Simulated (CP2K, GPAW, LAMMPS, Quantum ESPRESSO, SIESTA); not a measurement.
# SIESTA runs on amorphous film on crystalline SiC, (110) (192 atoms)

Aim: run amorphous film on crystalline SiC, (110) (192 atoms) in SIESTA and see how near its forces come to a plane-wave reference, and at what cost.

Calculated with SIESTA 5.4.2; the method is named at each step.

### Step 1. The structure

The cell holds 192 atoms: 96 Si and 96 C. Its edges and angles: a = 8.720 Å, b = 12.332 Å, c = 30.745 Å, α = 90.0°, β = 90.0°, γ = 90.0°. It derives from SiC (zincblende SiC). A 2 x 2 x 3 block of zincblende SiC (a = 4.36 Å) with its (110) planes normal to z; the lower 67 % held fixed, the rest melted at 5000 K for 10 ps and cooled to 300 K at 200 K/ps with the Erhart-Albe potential (Erhart and Albe, Phys. Rev. B 71, 035211 (2005)); then all atoms free for 10 ps at 300 K, under 12 Å of vacuum. Regions: crystal, 144 atoms (72 Si and 72 C); amorphous, 48 atoms (24 C and 24 Si). Vacuum lies along c.

The yardstick, on the same geometry:

| Quantity | Value |
| --- | --- |
| method | Kohn-Sham DFT, PBE, SSSP efficiency 1.3.0 pseudopotentials, plane waves (Quantum ESPRESSO 7.5); sssp-pbe-1.3.0-efficiency, cutoffs 45/360 Ry, Γ point |
| r.m.s. force component | 0.8206 eV/Å |
| longest force | 5.04 eV/Å |
| time | 20 min on 8 MPI ranks of Arm Neoverse N1, shared host |
| CPU time | 2.7 h |

### Step 2. PBE, DZP, shift 0.01 Ry, mesh 300 Ry

Method: Kohn-Sham DFT, PBE, PseudoDojo 0.4.1 norm-conserving pseudopotentials (converted to PSML), numerical atomic orbitals (DZP), diagonalisation.

The .psml files are PseudoDojo norm-conserving potentials that we converted to this format, checked against plane waves on the same files for H, C, O, Si, Ge and Ca alone.

File input.fdf:

```
SystemLabel cell
NumberOfAtoms 192
NumberOfSpecies 2
%block ChemicalSpeciesLabel
  1 14 Si
  2 6 C
%endblock ChemicalSpeciesLabel
LatticeConstant 1.0 Ang
%block LatticeVectors
  8.72000 0.00000 0.00000
  0.00000 12.33194 0.00000
  0.00000 0.00000 30.74453
%endblock LatticeVectors
PAO.BasisSize DZP
PAO.EnergyShift 0.01 Ry
XC.Functional GGA
XC.Authors PBE
MeshCutoff 300 Ry
%block kgrid_Monkhorst_Pack
  1 0 0 0.0
  0 1 0 0.0
  0 0 1 0.0
%endblock kgrid_Monkhorst_Pack
SolutionMethod diagon
OccupationFunction FD
ElectronicTemperature 580 K
SCF.Mixer.Method Pulay
SCF.Mixer.Weight 0.05
SCF.Mixer.History 8
SCF.Mix Hamiltonian
MaxSCFIterations 300
SCF.DM.Tolerance 1e-04
SCF.H.Tolerance 1.0e-3 eV
WriteForces T
Write.HirshfeldPop T
Write.VoronoiPop T
Write.DM F
Write.H F
XML.Write F
AtomicCoordinatesFormat Fractional
%block AtomicCoordinatesAndAtomicSpecies
  0.72063 0.97021 0.02264 1
  0.85288 0.97245 0.06993 2
  0.98368 0.34277 0.06673 1
  0.10954 0.34674 0.11853 2
  0.97439 0.09238 0.06785 1
  0.09598 0.09562 0.11851 2
  0.72641 0.96937 0.11844 1
  0.85097 0.96886 0.16938 2
  0.72624 0.22143 0.11827 1
  0.84699 0.21951 0.16838 2
  0.97068 0.09214 0.16787 1
  0.10309 0.09095 0.01999 2
  0.98353 0.34229 0.16746 1
  0.11849 0.34276 0.02091 2
  0.71824 0.22460 0.01692 1
  0.84783 0.21877 0.06757 2
  0.72746 0.96323 0.21929 1
  0.85657 0.96468 0.27060 2
  0.97586 0.33940 0.27043 1
  0.10599 0.34212 0.31942 2
  0.97396 0.09042 0.26977 1
  0.09475 0.09068 0.32019 2
  0.72744 0.96396 0.31939 1
  0.84364 0.96508 0.37284 2
  0.72230 0.21717 0.32027 1
  0.84996 0.21092 0.37098 2
  0.97304 0.08828 0.37309 1
  0.10014 0.09490 0.22104 2
  0.97191 0.33373 0.36804 1
  0.09913 0.34083 0.21985 2
  0.72658 0.21385 0.21944 1
  0.84653 0.21451 0.27060 2
  0.72133 0.96606 0.42122 1
  0.10018 0.09502 0.42386 2
  0.10258 0.33532 0.41671 2
  0.72048 0.21976 0.42209 1
  0.72109 0.47304 0.02159 1
  0.86035 0.46840 0.06671 2
  0.97566 0.84564 0.06997 1
  0.10006 0.84282 0.12180 2
  0.98153 0.59169 0.06848 1
  0.10622 0.59621 0.12062 2
  0.72947 0.47021 0.11772 1
  0.85175 0.46473 0.16908 2
  0.71844 0.72272 0.11988 1
  0.85006 0.71985 0.16854 2
  0.97379 0.59779 0.16907 1
  0.11431 0.59620 0.02189 2
  0.96928 0.84174 0.17158 1
  0.10482 0.84671 0.02112 2
  0.71985 0.72067 0.02415 1
  0.85920 0.72584 0.06960 2
  0.72374 0.47120 0.21878 1
  0.84845 0.46744 0.26946 2
  0.97901 0.84129 0.27289 1
  0.10524 0.84203 0.32285 2
[... 132 atom lines left out ...]
  0.27864 0.64369 0.57345 2
  0.74888 0.65714 0.59690 1
  0.23152 0.72212 0.52360 1
  0.36037 0.71066 0.47476 2
%endblock AtomicCoordinatesAndAtomicSpecies
```

Started as:

```sh
$ OMP_NUM_THREADS=1 mpirun -np 4 siesta < input.fdf > output.txt
```

The log of the run:

```text
Version         : 5.4.2
reinit: System Name:
reinit: System Label: cell
initatom: Reading input for the pseudopotentials and atomic orbitals ----------
Species number:   1 Atomic number:   14 Label: Si
Species number:   2 Atomic number:    6 Label: C
Ground state valence configuration (from tables):   3s02  3p02  3d00  4f00
Ground state valence configuration (from tables):   2s02  2p02  3d00  4f00
---- Processing specs for species: Si
GGA--PBE XC_GGA_X_PBE--XC_GGA_C_PBE pb
---- Processing specs for species: C
GGA--PBE XC_GGA_X_PBE--XC_GGA_C_PBE pb
Si pseudopotential only contains V_ls up to l=2 -- lmxkb reset.
C pseudopotential only contains V_ls up to l=1 -- lmxkb reset.
Using PAO.SplitTailNorm
%block ChemicalSpeciesLabel
    1   14 Si                      # Species index, atomic number, species label
    2    6 C                       # Species index, atomic number, species label
%endblock ChemicalSpeciesLabel
%block PAO.Basis                 # Define Basis set
Si                    2                    # Species label, number of l-shells
 n=3   0   2                         # n, l, Nzeta
   5.392      3.847
   1.000      1.000
 n=3   1   2 P   1                   # n, l, Nzeta, Polarization, NzetaPol
   6.844      4.952
   1.000      1.000
C                     2                    # Species label, number of l-shells
 n=2   0   2                         # n, l, Nzeta
   4.484      3.048
   1.000      1.000
 n=2   1   2 P   1                   # n, l, Nzeta, Polarization, NzetaPol
   5.436      3.692
   1.000      1.000
%endblock PAO.Basis
coor:   Atomic-coordinates input format  =     Fractional
siesta: System type = slab
initatomlists: Number of atoms, orbitals, and projectors:    192  2496  2496
siesta: ******************** Simulation parameters ****************************
Total number of electrons:   768.000000
Total ionic charge:   768.000000
 Kpoints in:            1 . Kpoints trimmed:            1
siesta: k-grid: Number of k-points = 1
siesta: k-points from Monkhorst-Pack grid
siesta: k-cutoff (effective) =     4.360 Ang
siesta: k-point supercell and displacements
siesta: k-grid:     1     0     0      0.000
siesta: k-grid:     0     1     0      0.000
siesta: k-grid:     0     0     1      0.000
                     ====================================
                        Single-point calculation
                     ====================================
outcell: Unit cell vectors (Ang):
        8.720000    0.000000    0.000000
        0.000000   12.331940    0.000000
        0.000000    0.000000   30.744530
outcell: Cell vector modules (Ang)   :    8.720000   12.331940   30.744530
outcell: Cell angles (23,13,12) (deg):     90.0000     90.0000     90.0000
outcell: Cell volume (Ang**3)        :   3306.0982
Gamma-point calculation with interaction between periodic images
Gamma-point calculation with interaction between periodic images
Some features might not work optimally:
Some features might not work optimally:
e.g. DM initialization from atomic data
e.g. DM initialization from atomic data
new_DM -- step:     1
Initializing Density Matrix...
Attempting to read DM from file... Failed...
DM filled with atomic data:
InitMesh: MESH = 96 x 144 x 324 = 4478976
InitMesh: Mesh cutoff (required, used) =   300.000   306.942 Ry
stepf: Fermi-Dirac step function
        iscf     Eharris(eV)        E_KS(eV)     FreeEng(eV)     dDmax    Ef(eV) dHmax(eV)
   scf:    1   -25747.188086   -26511.590606   -26511.758179  1.846556 -4.898414 18.366728
   scf:    2   -26630.463873   -26576.432309   -26576.563199  0.232043 -5.082015 13.008651
   scf:    3   -26681.519105   -26639.634903   -26639.817475  0.232631 -5.029104 10.020412
   scf:    4   -26669.870666   -26655.574231   -26655.765107  0.104213 -4.964940  5.843619
   scf:    5   -26680.946028   -26683.958399   -26684.239531  0.283992 -4.773612 16.007033
   scf:    6   -26693.142843   -26693.690232   -26693.979570  0.103073 -4.788997 12.447716
[...]
scf:   26   -26713.898617   -26713.898662   -26714.283854  0.000085 -4.733461  0.001930
   scf:   27   -26713.898652   -26713.898658   -26714.283858  0.000066 -4.733636  0.001224
   scf:   28   -26713.898652   -26713.898655   -26714.283859  0.000038 -4.733724  0.000539
SCF Convergence by DM+H criterion
max |DM_out - DM_in|         :     0.0000383716
max |H_out - H_in|      (eV) :     0.0005392906
SCF cycle converged after 28 iterations
Using DM_out to compute the final energy and forces
siesta: E_KS(eV) =           -26713.8987
siesta: E_KS - E_eggbox =    -26713.8987
siesta: Atomic forces (eV/Ang):
     1   -1.224529    0.554568    0.840969
     2    0.637781   -1.202204   -0.297156
     3   -0.270473   -0.249086    0.116590
     4   -0.281771   -0.844868   -0.452608
     5    0.270616    1.163925   -0.494559
     6    0.935677   -0.545631   -0.077118
[...]
190    0.140489   -0.035204    0.848613
   191   -1.042422   -0.702694   -1.082897
   192    0.072219    0.558258   -0.142992
----------------------------------------
   Tot    0.000681    0.002113    0.005633
----------------------------------------
   Max    4.867558
   Res    0.832320    sqrt( Sum f_i^2 / 3N )
----------------------------------------
   Max    4.867558    constrained
Stress tensor Voigt[x,y,z,yz,xz,xy] (kbar):      -10.34      -25.07      -12.00       -3.54       -5.39       -4.82
(Free)E + p*V (eV/cell)   -26681.6766
Target enthalpy (eV/cell)   -26714.2839
siesta: Program's energy decomposition (eV):
siesta: Ebs     =     -8742.351025
siesta: Eions   =     45704.771784
siesta: Ena     =     12974.055929
siesta: Ekin    =     15010.692842
siesta: Enl     =       915.018849
siesta: DEna    =      -230.659385
siesta: DUscf   =        82.788395
siesta: Ex      =     -8762.754741
siesta: Ec      =      -998.268761
siesta: Exc     =     -9761.023502
siesta: Eharris =    -26713.898652
siesta: Etot    =    -26713.898655
siesta: FreeEng =    -26714.283859
siesta: Final energy (eV):
siesta:  Band Struct. =   -8742.351025
siesta:       Kinetic =   15010.692842
siesta:       Hartree =  185573.530223
siesta:         Exch. =   -8762.754741
siesta:         Corr. =    -998.268761
siesta:   Exch.-corr. =   -9761.023502
siesta:  Ion-electron = -384379.763993
siesta:       Ion-ion =  166842.665775
siesta:         Total =  -26713.898655
siesta:         Fermi =      -4.733724
siesta: Stress tensor (static) (eV/Ang**3):
siesta:    -0.006451   -0.003012   -0.003364
siesta:    -0.003011   -0.015648   -0.002206
siesta:    -0.003364   -0.002206   -0.007489
siesta: Cell volume =       3306.098178 Ang**3
siesta: Pressure (static):
siesta:                Solid            Molecule  Units
siesta:           0.00010742          0.00003216  Ry/Bohr**3
siesta:           0.00986275          0.00295279  eV/Ang**3
siesta:          15.80186616          4.73089911  kBar
    Orbital volume contribution        =         109.073398 eV
    (Free)E + p_basis*V_orbitals       =      -26605.210461 eV
    (Free)Eharris+ p_basis*V_orbitals  =      -26605.210458 eV
siesta: Electric dipole (a.u.)  =   -0.000000   -0.000000    0.042379
siesta: Electric dipole (Debye) =   -0.000000   -0.000000    0.107718
Hirshfeld Atomic Populations:
Atom #   charge [q] valence [e]  Species
     1     0.300838    3.699162  Si
     2    -0.251119    4.251119  C
     3     0.245742    3.754258  Si
     4    -0.257356    4.257356  C
     5     0.238553    3.761447  Si
     6    -0.258907    4.258907  C
     7     0.271705    3.728295  Si
     8    -0.259223    4.259223  C
     9     0.264454    3.735546  Si
    10    -0.257065    4.257065  C
    11     0.262090    3.737910  Si
    12    -0.313426    4.313426  C
[...]
--------------------
 Total    -0.000048
Voronoi Atomic Populations:
Atom #   charge [q] valence [e]  Species
[...]
187    -0.340299    4.340299  C
   188     0.195975    3.804025  Si
   189    -0.314555    4.314555  C
   190     0.182272    3.817728  Si
   191     0.310862    3.689138  Si
   192    -0.336108    4.336108  C
--------------------
 Total    -0.000048
```

Run time: 13 min. Hardware: 4 MPI ranks of Arm Neoverse N1, shared host; peak memory 4.2 GiB.

Banners, paths, timers and routine set-up lines are dropped from the logs unmarked, and long logs keep their key lines alone; longer cuts are marked.

Numbers from this run, and their distance from the reference:

```yaml
r_m_s_force_component: 0.8323 eV/Å
r_m_s_difference_of_force_components: 86.58 meV/Å
longest_difference_of_force_vectors: 536 meV/Å
force_difference_over_r_m_s_force: 10.55 %
slope_of_forces_against_the_reference_s: 1.009
correlation_of_force_components: 0.9946
```

Length of the force difference by element (eV/Å):

```
element  atoms  mean  most
      C     96  0.12  0.54
     Si     96  0.10  0.31
```

The surroundings of C147, which bears the longest force, nearest first, numbered as they follow in the input and with coordinates relative to it.

```
 atom      x      y      z  distance (Å)  bonds  Hirshfeld charge (e)     Fx     Fy  Fz (eV/Å)
 C147   0.00   0.00   0.00          0.00      3                 -0.05  -0.05   4.87       0.82
 C149   1.27  -0.67  -0.07          1.44      3                 -0.15   0.19  -0.43      -1.01
 C153  -0.07   1.44   0.27          1.47      2                 -0.15   0.06  -2.27      -1.69
Si174  -1.49  -0.95  -0.67          1.89      5                  0.21  -0.37  -1.01      -1.40
Si179   0.60  -0.05  -2.60          2.67      7                  0.29  -0.06  -0.80       0.55
Si164  -0.89  -2.37   1.12          2.77      4                  0.04   0.15  -0.21       0.77
Si155  -0.17   2.58  -1.16          2.84      3                  0.21   0.35  -0.92       1.25
Si178   2.84   0.14  -0.50          2.88      3                  0.22   0.97   1.49      -0.79
 C145  -0.39  -1.65  -2.42          2.95      4                 -0.24  -0.86   0.69       0.54
Si176   1.44  -2.59   0.36          2.98      5                  0.11   0.17   0.55       0.94
 C161  -0.40   1.48  -2.58          3.00      3                 -0.24  -0.07   0.43       0.30
```

Forces lie 11 % from the reference's, at 0.32 times its CPU time (on 4 against 8 cores).

(Part 1 of 2 ends here.)

[Also dropped from logs without a mark: logging warnings of Python, and SIESTA's first energy breakdown and zero terms.]

[Logs are printed without paths, hosts, clocks, repeated set-up lines and the standing remarks that a program may print on its own settings, such as how far it seeks lower states.]

[Hosts, paths, dates, database ids (printed as entryN), source tags and the programs' standing remarks are cut or masked in the printed files.]
